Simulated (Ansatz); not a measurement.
# Changed inputs in constrained RPA: RbPdCl3 (Pm-3m), part 2 of 2

Aim: hold the target of a cRPA run on RbPdCl3 (Pm-3m) and move one thing at a time.

Ansatz 0.2.0; constrained RPA on LDA, plane waves, PAW.

So far. Step 3 (Changed: 2×2×2 mesh): On the Pd d shell, screening brings the on-site interaction from 17.7 eV down to U = 6.88 eV. Step 4 (Changed: accuracy low): On the Pd d shell, screening brings the on-site interaction from 17.7 eV down to U = 6.71 eV.

**7. Changed: volume +3 %**

The cell differs from the one that the last finished run ended in (a 4.948 → 4.997 Å, b 4.948 → 4.997 Å, c 4.948 → 4.997 Å).

input.yaml reads:

```yaml
crystal:
  lattice:
    - [-4.9966609166, 0.0, 0.0]
    - [0.0, 0.0, -4.9966609166]
    - [0.0, -4.9966609166, 0.0]
  atoms:
    - { symbol: Rb, position: [0.0, 0.0, 0.0] }
    - { symbol: Pd, position: [0.5, 0.5, 0.5] }
    - { symbol: Cl, position: [0.0, 0.5, 0.5] }
    - { symbol: Cl, position: [0.5, 0.0, 0.5] }
    - { symbol: Cl, position: [0.5, 0.5, 0.0] }
kpoints:
  mp_grid: { grid: [8, 8, 8] }
hamiltonian:
  xc: lda
scf:
  occupations: { method: gaussian, width: 0.08 }
  n_extra_bands: 19
  max_iter: 150
output:
  crpa:
    kmesh: [4, 4, 4]
    target_bands: [v13, c1]
    projections: [{ species: Pd, l: d, shell: 4 }, { species: Cl, l: p, shell: 3 }]
  local_orbitals:
    kmesh: [8, 8, 8]
    orbitals: [{ species: Pd, l: d, shell: 4 }, { species: Cl, l: p, shell: 3 }]
    window: { bands: [v13, c1] }
    seedname: lo
```

Started as:

```
ansatz run input.yaml --threads 4 --pin off --max-ram 9216MiB --backend cpu --events-out ev --progress --plain --runs-dir out
```

Numbers of over 12 decimals in the logs are rounded to 6 here.

Output:

```text
[...]
Crystal: 5 atoms, lattice volume = 124.750 Å³
Basis set: ecut = 420 eV, 2469 PW (Γ)
Bands: 43, of which v1, the nominal top of the filled ones, is band 24 counted from 1 (23 counted from 0)
Symmetry: 48 space group operations
[...]
k-points: 35 of 512
[...]
screened: U = 5.9217 eV, U' = 4.9081 eV, J = 0.4918 eV
      screened, to within: U = 6.3e-3 eV, U' = 6.3e-3 eV, J = 6.8e-4 eV
      bare: V = 13.5613 eV, V' = 12.0835 eV, J = 0.7178 eV
    Site 4, 3P, 3 of 3 p orbitals (Wannier functions 12, 13, 14; wannier90's mr 1, 2, 3):
      screened: U = 5.9217 eV, U' = 4.9081 eV, J = 0.4918 eV
      screened, to within: U = 6.3e-3 eV, U' = 6.3e-3 eV, J = 6.8e-4 eV
      bare: V = 13.5613 eV, V' = 12.0835 eV, J = 0.7178 eV
[...]
[key lines of the parts left out:]
SCF converged after 8 iterations
Free energy (F): -13153.075583 eV
Fermi energy:    5.060357 eV
```

Run time: 8.2 min. Hardware: 4 threads of Arm Neoverse V2, shared host; peak memory 0.98 GiB; 32 min of CPU time.

Numbers from this step:

- U: 6.798 eV
- U prime (inter-orbital): 5.758 eV
- J: 0.5158 eV
- bare V: 17.69 eV
- bare J: 0.6703 eV
- stated bound on U: 0.006776 eV
- U over bare V: 0.3843
- electrons in the window: 26.00
- head of the constrained inverse dielectric matrix: 0.3640
- least eigenvalue of the projection's overlap: 0.8536
- target functions: 14
- bands in the sums: 50
- r.m.s. miss of the model bands: 3.31e-5 eV
- width of the target bands: 7.835 eV
- weight of the projected orbitals in the window: 0.9741

On the Pd d shell, screening brings the on-site interaction from 17.7 eV down to U = 6.80 eV.

**8. Changed: r2SCAN**

This step: constrained RPA on r2SCAN, plane waves, PAW.

input.yaml reads:

```yaml
crystal:
  lattice:
    - [-4.94767089, 0.0, 0.0]
    - [0.0, 0.0, -4.94767089]
    - [0.0, -4.94767089, 0.0]
  atoms:
    - { symbol: Rb, position: [0.0, 0.0, 0.0] }
    - { symbol: Pd, position: [0.5, 0.5, 0.5] }
    - { symbol: Cl, position: [0.0, 0.5, 0.5] }
    - { symbol: Cl, position: [0.5, 0.0, 0.5] }
    - { symbol: Cl, position: [0.5, 0.5, 0.0] }
kpoints:
  mp_grid: { grid: [8, 8, 8] }
hamiltonian:
  xc: r2scan
scf:
  occupations: { method: gaussian, width: 0.08 }
  n_extra_bands: 19
  max_iter: 150
output:
  crpa:
    kmesh: [4, 4, 4]
    target_bands: [v13, c1]
    projections: [{ species: Pd, l: d, shell: 4 }, { species: Cl, l: p, shell: 3 }]
```

Output:

```text
[...]
Crystal: 5 atoms, lattice volume = 121.116 Å³
Basis set: ecut = 500 eV, 3071 PW (Γ), exchange–correlation on 160×160×160 points (64 copies of the dense FFT grid, shifted against one another)
Bands: 43, of which v1, the nominal top of the filled ones, is band 24 counted from 1 (23 counted from 0)
Symmetry: 48 space group operations
[...]
k-points: 35 of 512
[...]
screened: U = 6.4514 eV, U' = 5.4001 eV, J = 0.5124 eV
      screened, to within: U = 7.1e-3 eV, U' = 7.1e-3 eV, J = 7.0e-4 eV
      bare: V = 13.7195 eV, V' = 12.2135 eV, J = 0.7343 eV
    Site 4, 3P, 3 of 3 p orbitals (Wannier functions 12, 13, 14; wannier90's mr 1, 2, 3):
      screened: U = 6.4514 eV, U' = 5.4001 eV, J = 0.5124 eV
      screened, to within: U = 7.1e-3 eV, U' = 7.1e-3 eV, J = 7.0e-4 eV
      bare: V = 13.7195 eV, V' = 12.2135 eV, J = 0.7343 eV
[...]
[key lines of the parts left out:]
SCF converged after 6 iterations
Free energy (F): -13520.995958 eV
Fermi energy:    5.670080 eV
```

It took 11 min on 4 threads; peak memory 1.3 GiB; 41 min of CPU time.

Numbers from this step:

```yaml
u: 7.387 eV
u_prime_inter_orbital: 6.322 eV
j: 0.5301 eV
bare_v: 17.92 eV
bare_j: 0.6831 eV
stated_bound_on_u: 0.007551 eV
u_over_bare_v: 0.4122
electrons_in_the_window: 26.00
head_of_the_constrained_inverse_dielectric_matrix: 0.3982
least_eigenvalue_of_the_projection_s_overlap: 0.8722
target_functions: 14
bands_in_the_sums: 50
width_of_the_target_bands: 8.323 eV
weight_of_the_projected_orbitals_in_the_window: 0.9759
```

On the Pd d shell, screening brings the on-site interaction from 17.9 eV down to U = 7.39 eV.

**9. Side by side**

Times are wall times on 4 threads of Arm Neoverse V2, shared host, good to a factor of about two.

| run | bare V (eV) | U (eV) | J (eV) | bound on U (eV) | width (eV) | time |
| --- | --- | --- | --- | --- | --- | --- |
| target window | 17.67 | 6.736 | 0.515 | 0.0067 | 8.15 | 8 min |
| 2×2×2 mesh | 17.73 | 6.876 | 0.516 | 0.0096 | 8.15 | 34 s |
| accuracy low | 17.67 | 6.713 | 0.513 | 0.1759 | 8.15 | 4 min |
| volume +3 % | 17.69 | 6.798 | 0.516 | 0.0068 | 7.83 | 8.2 min |
| r2SCAN | 17.92 | 7.387 | 0.530 | 0.0076 | 8.32 | 11 min |

**10. Results**

| Quantity | Value |
| --- | --- |
| target window | U 6.74 eV, J 0.51 eV |
| 2×2×2 mesh | U 6.88 eV, J 0.52 eV |
| accuracy low | U 6.71 eV, J 0.51 eV |
| volume +3 % | U 6.80 eV, J 0.52 eV |
| r2SCAN | U 7.39 eV, J 0.53 eV |

**Reading.** 2×2×2 mesh moves U by +0.14 eV at 0.070 times the time. Accuracy low moves U by −0.02 eV (within the solver's bounds, for the mean over orbitals) at 0.50 times the time. Volume +3 % moves U by +0.06 eV. r2SCAN moves U by +0.65 eV. The printed bound covers the solver alone, not the mesh, and no denser mesh than the base was run. The parent state is non-magnetic and the interaction static (zero frequency); U depends on the window and the orbitals, so it belongs to this model alone. A window that holds the anion p bands defines a model with explicit ligands; its U belongs to that model and is not the U of DFT+U.

[Paths, hosts, dates, memory and timing lines, banners, echoed tables and standing remarks are left out of the program output.]

[Logs are printed without paths, hosts, clocks, repeated set-up lines and the standing remarks that a program may print on its own settings, such as how far it seeks lower states.]

[Runs of the session that timed out or met a known fault of the program may be left out.]

[Hosts, paths, dates, database ids (printed as entryN), source tags and the programs' standing remarks are cut or masked in the printed files.]
